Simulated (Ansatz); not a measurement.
**Tc of ScAl3 (Pm-3m) from its phonons**

Wanted: λ, ω_log and Tc of ScAl3 (Pm-3m). The cell shown first is a relaxed one, from steps not shown here.

Main program and level: Ansatz 0.2.0; DFT PBE, scalar-relativistic, plane waves, PAW; PAW set soft_1.

### Step 1. The cell after earlier relaxation steps

The structure is cubic, space group Pm-3m (No. 221). Conventional cell: a = 4.106 Å, b = 4.106 Å, c = 4.106 Å, α = 90.00°, β = 90.00°, γ = 90.00°. Sc has 12 Al at 2.90 Å nearest. Nearest to Al lie 4 Sc at 2.90 Å and 8 Al at 2.90 Å. Farther neighbours are not listed.

### Step 2. Resistivity: q 2×2×2, k 6×6×6, scattering 12×12×12

The run that gives the couplings also evaluates McMillan's and Allen and Dynes's formulas and, where asked, the Eliashberg equations, over a range of μ*.

The input, input.yaml:

```yaml
crystal:
  lattice:
    - [4.1063585191, 0.0, 0.0]
    - [0.0, 4.1063585191, 0.0]
    - [0.0, 0.0, 4.1063585191]
  atoms:
    - { symbol: Sc, position: [0.0, 0.0, 0.0] }
    - { symbol: Al, position: [0.5, 0.0, 0.5] }
    - { symbol: Al, position: [0.0, 0.5, 0.5] }
    - { symbol: Al, position: [0.5, 0.5, 0.0] }
kpoints:
  mp_grid: { grid: [6, 6, 6] }
hamiltonian:
  xc: pbe
  pseudopotentials: { kind: paw, azcp: { folder: soft_1 } }
scf:
  occupations: { method: methfessel_paxton, width: 0.2 }
output:
  eigenvalues: true
phonons:
  method: dfpt
  qmesh: [2, 2, 2]
  temperatures: { t_max: 1000, t_step: 50 }
  qpath:
    path:
      - [[0.0, 0.0, 0.0], [0.0, 0.5, 0.0], [0.5, 0.5, 0.0], [0.0, 0.0, 0.0], [0.5, 0.5, 0.5], [0.0, 0.5, 0.0]]
      - [[0.5, 0.5, 0.5], [0.5, 0.5, 0.0]]
    npoints: 6
  electrical_resistivity:
    mesh: [12, 12, 12]
    temperatures: [20.0, 50.0, 80.0, 100.0, 150.0, 200.0, 273.0, 300.0, 400.0, 500.0, 600.0, 800.0]
  superconductivity: { mesh: [12, 12, 12] }
```

Command:

```sh
ansatz run input.yaml --threads 16 --pin off --max-ram 92160MiB --backend cuda --events-out ev --progress --plain --runs-dir out --max-vram 78GiB
```

Numbers of over 12 decimals in the logs are rounded to 6 here.

Output:

```text
Engine: ansatz 0.2.0, aarch64-unknown-linux-gnu
Pseudopotentials: kind: paw
Pseudopotential: Sc, paw, valence charge 11, recommended cutoff 420 eV (normal), soft_1/Sc.paw.azcp
Pseudopotential: Al, paw, valence charge 3, recommended cutoff 420 eV (normal), soft_1/Al.paw.azcp
Functional definition: PBE
  parameter kappa = 0.804
  parameter beta = 0.066725
  exchange = pbe_x(kappa = kappa, mu = beta*pi^2/3)
  correlation = pbe_c(beta = beta)
[...]
Crystal: 4 atoms, lattice volume = 69.242 Å³
Basis set: ecut = 420 eV, 1357 PW (Γ), exchange–correlation on 60×60×60 points (8 copies of the dense FFT grid, shifted against one another)
Bands: 14, of which v1, the nominal top of the filled ones, is band 10 counted from 1 (9 counted from 0)
Symmetry: 48 space group operations
k-points: 20 of 216
Non-local potential: Sc, projectors of the file, l = 0: 3, l = 1: 2, l = 2: 3, l = 3: 1
Non-local potential: Al, projectors of the file, l = 0: 2, l = 1: 2, l = 2: 1
PAW form: soft (Blöchl's): semilocal exchange-correlation on the pseudo side does not see the compensation charge
PAW one-centre angular grid: Sc, 590 points (default); XC on 64 Gauss nodes
PAW one-centre angular grid: Al, 110 points (default); XC on 64 Gauss nodes
Initial density: superposition of atomic densities (chi_scale 0.1, normalization cell, long waves kept (reshape's long-wave potential 0.00 eV rms))
Initial wavefunctions: pseudopotential atomic-orbital guess
[...]
Functional: x = pbe(κ = 0.804, μ = 0.219515), c = pbe(β = 0.066725)
SCF iter   1: F=—  HF=-3750.403248 eV  |F-HF|=—  |Δ(HF+E_count)|=         —  Δρ=2.54e-2  dr2=8.73e-1  ethr=3.10e-3  ⟨swp⟩=5.1  Hψ=1452  notcnv=0
preconditioner: auto → Kerker (q_TF=auto, 2.218 Å⁻¹)  [metal: Δε(μ)=0.116 eV  Ē_g=5.393 eV  σ=0.200 eV  W_gap=0.47  n_scr=18 (ndim 8)  ℏωp=15.5 eV  f_vac=0.000  D(μ)=2.78/eV (n_scr^D=26)]
SCF iter   2: F=—  HF=-3750.240814 eV  |F-HF|=—  |Δ(HF+E_count)|=   1.62e-1  S|Δr|=    0.00e0  Δρ=1.62e-2  dr2=2.67e-1  ethr=3.10e-3  ⟨swp⟩=2.0  Hψ=499  notcnv=0
[...]
SCF iter   3: F=—  HF=-3750.136123 eV  |F-HF|=—  |Δ(HF+E_count)|=   1.05e-1  S|Δr|=    0.00e0  Δρ=6.03e-3  dr2=4.27e-2  ethr=1.33e-3  ⟨swp⟩=5.5  Hψ=2430  notcnv=0
automatic band count: the SCF goes on with 18 bands, as 14 were too few: they end inside the smearing window of the response
SCF iter   4: F=—  HF=-3750.123376 eV  |F-HF|=—  |Δ(HF+E_count)|=   1.27e-2  S|Δr|=    0.00e0  Δρ=8.65e-4  dr2=3.22e-4  ethr=2.14e-4  ⟨swp⟩=1.0  Hψ=520  notcnv=0
[...]
SCF iter   9: F=-3750.123313 eV  HF=-3750.123313 eV  |F-HF|=9.09e-13  |Δ(HF+E_count)|=  9.09e-13  S|Δr|=    0.00e0  Δρ=6.17e-8  dr2=3.26e-12  ethr=1.00e-12  ⟨swp⟩=9.0  Hψ=1924  notcnv=0
SCF 1 converged in 9 iterations: F = -3750.123313 eV  dr2 = 3.26e-12
  greatest PAW one-centre occupation: 0.998 electrons in one spin orbital (limit 2), on the Sc atom at site 0 (counted from 0), in its partial waves of l = 0
[...]
iter 1 solved again at ethr=8.03e-9 eV; its pass at ethr=3.10e-3 eV (dr2=1.61e-6 eV) is discarded
SCF iter   1: F=—  HF=-3750.123289 eV  |F-HF|=—  |Δ(HF+E_count)|=         —  Δρ=1.17e-7  dr2=1.14e-11  ethr=8.03e-9  ⟨swp⟩=3.5  Hψ=2354  notcnv=0
eigensolver tolerance schedule: the retry pair's looser diagonalisation over-reported the residual by 141548.85 of it (diagonalisation noise at 0.58 of the residual, at the tolerance the schedule requests for it); recorded, not acted on — ethr = c·dr2/N_el stays at c = 1.0e-1
preconditioner: auto → Kerker (q_TF=auto, 2.218 Å⁻¹)  [metal: Δε(μ)=0.102 eV  Ē_g=5.524 eV  σ=0.200 eV  W_gap=0.38  n_scr=18 (ndim 8)  ℏωp=15.5 eV  f_vac=0.000  D(μ)=2.24/eV (n_scr^D=18)]
SCF iter   2: F=-3750.123313 eV  HF=-3750.123313 eV  |F-HF|=4.55e-13  |Δ(HF+E_count)|=   2.40e-5  S|Δr|=    0.00e0  Δρ=4.04e-8  dr2=2.00e-12  ethr=1.00e-12  ⟨swp⟩=1.6  Hψ=1099  notcnv=0
SCF 2 converged in 2 iterations: F = -3750.123313 eV  dr2 = 2.00e-12
phonons: the bands overlap, so this run is a metal and interpolates without the dipole-dipole term. If the crystal is really an insulator or semiconductor, its LO-TO splitting is missing
[...]
NSCF: frozen V_eff on 20 k-points, pencils in batches of 32, up to order 72
[...]
NSCF: frozen V_eff on 20 k-points
[...]
SCF 3 converged in 9 iterations: F = -3750.123313 eV  dr2 = 6.03e-13
[...]
SCF converged after 9 iterations
[...]
Hall coefficient in a weak field at 50 K (a third of the trace): -2.261e-10 m³/C (as a tensor it moves by 47.5 % between the two finest meshes); by each state's relaxation time: -2.632e-10 m³/C; by a constant relaxation time: -2.710e-10 m³/C
  mean free path at 80 K (of a tensor a third of its trace): 329 nm by what each carries, 270 by the Fermi surface alone
  Hall coefficient in a weak field at 80 K (a third of the trace): -2.294e-10 m³/C (as a tensor it moves by 28.8 % between the two finest meshes); by each state's relaxation time: -2.460e-10 m³/C; by a constant relaxation time: -2.718e-10 m³/C
  mean free path at 100 K (of a tensor a third of its trace): 161 nm by what each carries, 135 by the Fermi surface alone
  Hall coefficient in a weak field at 100 K (a third of the trace): -2.275e-10 m³/C (as a tensor it moves by 21.5 % between the two finest meshes); by each state's relaxation time: -2.433e-10 m³/C; by a constant relaxation time: -2.720e-10 m³/C
  mean free path at 150 K (of a tensor a third of its trace): 58.3 nm by what each carries, 51.3 by the Fermi surface alone
  Hall coefficient in a weak field at 150 K (a third of the trace): -2.209e-10 m³/C (as a tensor it moves by 13.0 % between the two finest meshes); by each state's relaxation time: -2.371e-10 m³/C; by a constant relaxation time: -2.725e-10 m³/C
  mean free path at 200 K (of a tensor a third of its trace): 34.2 nm by what each carries, 30.9 by the Fermi surface alone
  Hall coefficient in a weak field at 200 K (a third of the trace): -2.181e-10 m³/C (as a tensor it moves by 9.9 % between the two finest meshes); by each state's relaxation time: -2.336e-10 m³/C; by a constant relaxation time: -2.730e-10 m³/C
  mean free path at 273 K (of a tensor a third of its trace): 21.6 nm by what each carries, 19.8 by the Fermi surface alone
  Hall coefficient in a weak field at 273 K (a third of the trace): -2.180e-10 m³/C (as a tensor it moves by 8.3 % between the two finest meshes); by each state's relaxation time: -2.325e-10 m³/C; by a constant relaxation time: -2.739e-10 m³/C
  mean free path at 300 K (of a tensor a third of its trace): 19.1 nm by what each carries, 17.6 by the Fermi surface alone
  Hall coefficient in a weak field at 300 K (a third of the trace): -2.184e-10 m³/C (as a tensor it moves by 8.0 % between the two finest meshes); by each state's relaxation time: -2.327e-10 m³/C; by a constant relaxation time: -2.743e-10 m³/C
  mean free path at 400 K (of a tensor a third of its trace): 13.6 nm by what each carries, 12.5 by the Fermi surface alone
  Hall coefficient in a weak field at 400 K (a third of the trace): -2.205e-10 m³/C (as a tensor it moves by 7.8 % between the two finest meshes); by each state's relaxation time: -2.343e-10 m³/C; by a constant relaxation time: -2.759e-10 m³/C
  mean free path at 500 K (of a tensor a third of its trace): 10.6 nm by what each carries, 9.72 by the Fermi surface alone
  Hall coefficient in a weak field at 500 K (a third of the trace): -2.228e-10 m³/C (as a tensor it moves by 8.0 % between the two finest meshes); by each state's relaxation time: -2.363e-10 m³/C; by a constant relaxation time: -2.778e-10 m³/C
  mean free path at 600 K (of a tensor a third of its trace): 8.72 nm by what each carries, 7.99 by the Fermi surface alone
  Hall coefficient in a weak field at 600 K (a third of the trace): -2.253e-10 m³/C (as a tensor it moves by 8.4 % between the two finest meshes); by each state's relaxation time: -2.386e-10 m³/C; by a constant relaxation time: -2.799e-10 m³/C
  mean free path at 800 K (of a tensor a third of its trace): 6.47 nm by what each carries, 5.90 by the Fermi surface alone
  Hall coefficient in a weak field at 800 K (a third of the trace): -2.311e-10 m³/C (as a tensor it moves by 9.4 % between the two finest meshes); by each state's relaxation time: -2.440e-10 m³/C; by a constant relaxation time: -2.848e-10 m³/C
  the resistivity times a path that all electrons share, by the Fermi surface of the deck's mesh alone (a third of the trace): 1.305e-15 Ω·m²
  not converged in the mesh (λ; λ_tr; the resistivity at 20 K by 7.05 %; the resistivity at 50 K by 27.34 %; the resistivity at 80 K by 24.16 %; the resistivity at 100 K by 22.61 %; the resistivity at 150 K by 20.63 %; the resistivity at 200 K by 19.60 %; the resistivity at 273 K by 18.73 %; the resistivity at 300 K by 18.52 %; the resistivity at 400 K by 18.15 %; the resistivity at 500 K by 18.16 %; the resistivity  [...]
  vibrations of 8 cells: unjudged by the run; compare a larger repeat
  the changes of the potential over all sites missed a rigid shift's by 0.00 % (the site terms' by 0.09 %)
  at the force constants' own smearing the fine mesh and the k-points of their solves give squared frequencies that differ by 17.8 % of the larger at the most, at (0, 0, -0.5)
--- Superconductivity: potentials and phonons of a 2×2×2 supercell ---
           mesh         λ    ħω_log (meV)  μ* declared at (meV)
       12×12×12    0.2143          27.966               30.226
          6×6×6    0.2359          27.487               29.838
          3×3×3    0.3311          27.218               29.240
  λ by the species' shares of the modes' patterns: Sc 0.0582, Al 0.1561
  with the Fermi level up to 41.6 meV (the hardest mode) off, states and modes as they are: density of states 0.6582 to 0.8043 /eV of one spin and cell, λ 0.2095 to 0.2720
  transition temperature on the deck's mesh (K), isotropic and anisotropic, restricted to the Fermi surface (FSR) and over the full bandwidth (FBW), and the last with the density of states resolved in a narrower window:
        μ*   McMillan   Allen–Dynes      iso. FSR      iso. FBW    aniso. FSR    aniso. FBW  narrow window
      0.08      0.010         0.010    none_found    none_found    none_found    none_found     none_found
      0.10      0.001         0.001    none_found    none_found    none_found    none_found     none_found
      0.12      0.000         0.000    none_found    none_found    none_found    none_found     none_found
      0.13      0.000         0.000    none_found    none_found    none_found    none_found     none_found
      0.14      0.000         0.000    none_found    none_found    none_found    none_found     none_found
      0.16      0.000         0.000    none_found    none_found    none_found    none_found     none_found
      0.20          -             -    none_found    none_found    none_found    none_found     none_found
  none_found: no transition down to 0.1 K
  isotope coefficients −∂ln Tc/∂ln M under μ* = 0.13, the force constants as they are, of the isotropic transitions restricted to the Fermi surface and over the full bandwidth: Sc - and -, Al - and -
  not converged in the mesh (λ): between neighbouring meshes, the two finest first, λ moves by 10.07 % and 40.33 % and the anisotropic transition temperature over the full bandwidth at μ* = 0.13 by nothing (neither mesh has one) and (not known); converged means that the two finest part by at most 2.00 % and 5.00 %
  vibrations of 8 cells: unjudged by the run; compare a larger repeat
  the changes of the potential over all sites missed a rigid shift's by 0.00 % (the site terms' by 0.09 %)
  at the force constants' own smearing the fine mesh and the k-points of their solves give squared frequencies that differ by 17.8 % of the larger at the most, at (0, 0, -0.5)
```

It took 14 s on 1 × NVIDIA GB200 with 16 threads of Arm Neoverse V2, shared host; peak memory 2.8 GiB.

This step gave:

* volume per atom: 17.31 Å³/atom
* metallic on mesh: yes
* gap on the k-mesh: 0 eV
* zero point energy: 0.1721 eV/cell
* share of imaginary modes in the plain interpolation between solved wavevectors: 0
* highest frequency, solved or plainly interpolated: 329.8 cm⁻¹
* Debye temperature (second moment): 443 K
* resistivity at 300 K: 7.432 μΩ cm
* coupling constant λ: 0.2143
* density of states at the Fermi level: 0.666 states/eV a spin and cell
* log mean phonon energy ħω_log: 27.97 meV
* transport coupling constant λ_tr: 0.22, 0.22, 0.22 (xx, yy, zz)
* Drude plasma energy: 5.724, 5.724, 5.724 eV (xx, yy, zz)
* resistivity times mean free path: 13.05, 13.05, 13.05 × 10⁻¹⁶ Ω m² (xx, yy, zz)
* second-moment phonon energy ħω₂: 30.23 meV

An empty cell: under 1 mK by a formula, or no transition down to the floor of the Eliashberg search. Transition temperatures:

| μ* | McMillan Tc (K) | Allen–Dynes Tc (K) |
| --- | --- | --- |
| 0.08 | 0.00996 | 0.01 |
| 0.1 | 0.00101 | 0.00101 |
| 0.12 | - | - |
| 0.13 | - | - |
| 0.14 | - | - |
| 0.16 | - | - |
| 0.2 | - | - |

### Step 3. Coupling and resistivity: q 3×3×3, k 9×9×9, scattering 12×12×12

The next rung changes the q mesh, which sets the reach of the force constants and couplings; the k mesh of the density and its response.

Edit input.yaml of step 2 so:

```diff
@@ -11,3 +11,3 @@
 kpoints:
-  mp_grid: { grid: [6, 6, 6] }
+  mp_grid: { grid: [9, 9, 9] }
 hamiltonian:
@@ -21,3 +21,3 @@
   method: dfpt
-  qmesh: [2, 2, 2]
+  qmesh: [3, 3, 3]
   temperatures: { t_max: 1000, t_step: 50 }
```

Output:

```text
[...]
Crystal: 4 atoms, lattice volume = 69.242 Å³
Basis set: ecut = 420 eV, 1357 PW (Γ), exchange–correlation on 60×60×60 points (8 copies of the dense FFT grid, shifted against one another)
Bands: 14, of which v1, the nominal top of the filled ones, is band 10 counted from 1 (9 counted from 0)
Symmetry: 48 space group operations
k-points: 35 of 729
[...]
SCF iter   1: F=—  HF=-3750.416642 eV  |F-HF|=—  |Δ(HF+E_count)|=         —  Δρ=2.56e-2  dr2=8.85e-1  ethr=3.10e-3  ⟨swp⟩=5.1  Hψ=2607  notcnv=0
[...]
SCF iter   2: F=—  HF=-3750.250686 eV  |F-HF|=—  |Δ(HF+E_count)|=   1.66e-1  S|Δr|=    0.00e0  Δρ=1.64e-2  dr2=2.78e-1  ethr=3.10e-3  ⟨swp⟩=2.0  Hψ=879  notcnv=0
[...]
SCF iter   9: F=-3750.130344 eV  HF=-3750.130344 eV  |F-HF|=3.18e-12  |Δ(HF+E_count)|=  1.55e-11  S|Δr|=    0.00e0  Δρ=6.11e-8  dr2=3.94e-12  ethr=1.00e-12  ⟨swp⟩=3.1  Hψ=2179  notcnv=0
SCF 1 converged in 9 iterations: F = -3750.130344 eV  dr2 = 3.94e-12
[...]
SCF iter   2: F=-3750.130344 eV  HF=-3750.130344 eV  |F-HF|=4.55e-13  |Δ(HF+E_count)|=   3.54e-7  S|Δr|=    0.00e0  Δρ=4.11e-8  dr2=7.70e-13  ethr=1.00e-12  ⟨swp⟩=3.9  Hψ=1745  notcnv=0
SCF 2 converged in 2 iterations: F = -3750.130344 eV  dr2 = 7.70e-13
[...]
NSCF: frozen V_eff on 35 k-points, pencils in batches of 32, up to order 56
[...]
NSCF: frozen V_eff on 35 k-points
[...]
SCF 3 converged in 9 iterations: F = -3750.130344 eV  dr2 = 3.93e-12
[...]
SCF converged after 9 iterations
[...]
vibrations of 27 cells: unjudged by the run; compare a larger repeat
[...]
--- Superconductivity: potentials and phonons of a 3×3×3 supercell ---
           mesh         λ    ħω_log (meV)  μ* declared at (meV)
       12×12×12    0.2170          28.001               30.293
          6×6×6    0.2398          27.524               29.904
          3×3×3    0.3361          27.345               29.370
  λ by the species' shares of the modes' patterns: Sc 0.0583, Al 0.1588
[...]
0.08      0.012         0.012    none_found    none_found    none_found    none_found     none_found
      0.10      0.001         0.001    none_found    none_found    none_found    none_found     none_found
      0.12      0.000         0.000    none_found    none_found    none_found    none_found     none_found
      0.13      0.000         0.000    none_found    none_found    none_found    none_found     none_found
      0.14      0.000         0.000    none_found    none_found    none_found    none_found     none_found
      0.16      0.000         0.000    none_found    none_found    none_found    none_found     none_found
      0.20          -             -    none_found    none_found    none_found    none_found     none_found
  none_found: no transition down to 0.1 K
[...]
vibrations of 27 cells: unjudged by the run; compare a larger repeat
[...]
```

Elapsed: 21 s, on 1 × NVIDIA GB200 with 16 threads; peak memory 3.6 GiB; 2.5 min of CPU time.

Numbers from this step:

```yaml
zero_point_energy: 0.1750 eV/cell
highest_frequency_solved_or_plainly_interpolated: 334.9 cm⁻¹
debye_temperature_second_moment: 450 K
resistivity_at_300_k: 7.507 μΩ cm
coupling_constant_lambda: 0.217
density_of_states_at_the_fermi_level: 0.6668 states/eV a spin and cell
log_mean_phonon_energy_omega_log: 28 meV
transport_coupling_constant_lambda_tr: 0.2225, 0.2225, 0.2225 (xx, yy, zz)
drude_plasma_energy: 5.728, 5.728, 5.728 eV (xx, yy, zz)
resistivity_times_mean_free_path: 13.03, 13.03, 13.03 × 10⁻¹⁶ Ω m² (xx, yy, zz)
second_moment_phonon_energy_omega: 30.29 meV
```

An empty cell: under 1 mK by a formula, or no transition down to the floor of the Eliashberg search. Transition temperatures:

| μ* | McMillan Tc (K) | Allen–Dynes Tc (K) |
| --- | --- | --- |
| 0.08 | 0.012 | 0.0121 |
| 0.1 | 0.00134 | 0.00134 |
| 0.12 | - | - |
| 0.13 | - | - |
| 0.14 | - | - |
| 0.16 | - | - |
| 0.2 | - | - |

For the coupling constant λ, step 2 gave 0.214; this run, with k-mesh 9×9×9 and q mesh 3×3×3, gives 0.217.

(Part 1 of 2 ends here.)

[Logs are printed without paths, hosts, clocks, repeated set-up lines and the standing remarks that a program may print on its own settings, such as how far it seeks lower states.]

[Hosts, paths, dates, database ids (printed as entryN), source tags and the programs' standing remarks are cut or masked in the printed files.]
